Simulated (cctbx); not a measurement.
**Symmetry from intensities**

Cell: a = 4.8300 Å, b = 11.2820 Å, c = 18.9890 Å, α = 90.00°, β = 90.00°, γ = 90.00°. Expected content of the cell: Ba4 V28 K8.

Simulated single-crystal data (cctbx): synchrotron X-rays, λ = 0.7749 Å, to d = 0.75 Å, 80 % of the full sphere, strongest reflection 70000 counts, noise from counting, a 2 % proportional error and a noise floor of 15 counts (s.d.); no absorption.

A first pass over the reflections prints:

```text
8201 reflections to d = 0.750 A
centring   violations  <I/sigma> of those
    A       1588 of  4096      9.1
    B       1588 of  4128      9.1
    C          0 of  4102      0.0
    I       1614 of  4095      9.6
    R       2187 of  5466      9.5
    F       1588 of  6163      6.1
Laue class    unique    Rint  (classes that these axes allow; Friedel mates merged)
C 1 2/m 1        1348   0.021
C 2/m 1 1        1424   0.021
C m m m           776   0.023
space group    extra absences  I>4sigma  <I/sigma>
C 2 2 21               23          0       0.0  acentric
C 2 2 2                 0          0         -  acentric
C m m 2                 0          0         -  acentric
C m c 21              104          0       0.0  acentric
C 2 m m                 0          0         -  acentric
C m 2 m                 0          0         -  acentric
C 2 c m               104          0       0.0  acentric
C m c m               104          0       0.0  centric
C m m m                 0          0         -  centric
Wilson B = 0.43 A^2   <|E^2-1|> = 0.916 (0.968 centric, 0.736 acentric)   E^2>4: 4.2 %
shell (A)         n   <I/sigma>
19.00 - 1.50    111     42.9
 1.50 - 1.19    101     44.5
 1.19 - 1.04    100     42.6
 1.04 - 0.95     91     38.7
 0.95 - 0.88     92     39.4
 0.88 - 0.83     90     36.2
 0.83 - 0.78     98     36.4
 0.78 - 0.75     93     31.6
```

Q: Read the symmetry from these tables.

The reflections that C centring forbids are absent (⟨I/σ⟩ near 0), so the lattice is C.

Rint stays low (0.021 to 0.023) up to C m m m, the highest class in these axes.

9 settings pass the absence test. The most absences obeyed, 104, belong to C m c 21, C 2 c m and C m c m, which absences can't tell apart.

⟨|E²−1|⟩ = 0.916 leans to a centrosymmetric structure. The Wilson B of 0.43 Å² means U ≈ 0.0054 Å².

The true group is Cmcm (no. 63), Laue class mmm, centrosymmetric. The tables only narrow the choice to the tied entries; cell content, site symmetry and trial solutions must settle it.

The model was made for the exercise: a known structure type with other elements put in, its volume estimated, not relaxed; displacement parameters are assumed.

[Logs are printed without paths, hosts, clocks, repeated set-up lines and the standing remarks that a program may print on its own settings, such as how far it seeks lower states.]
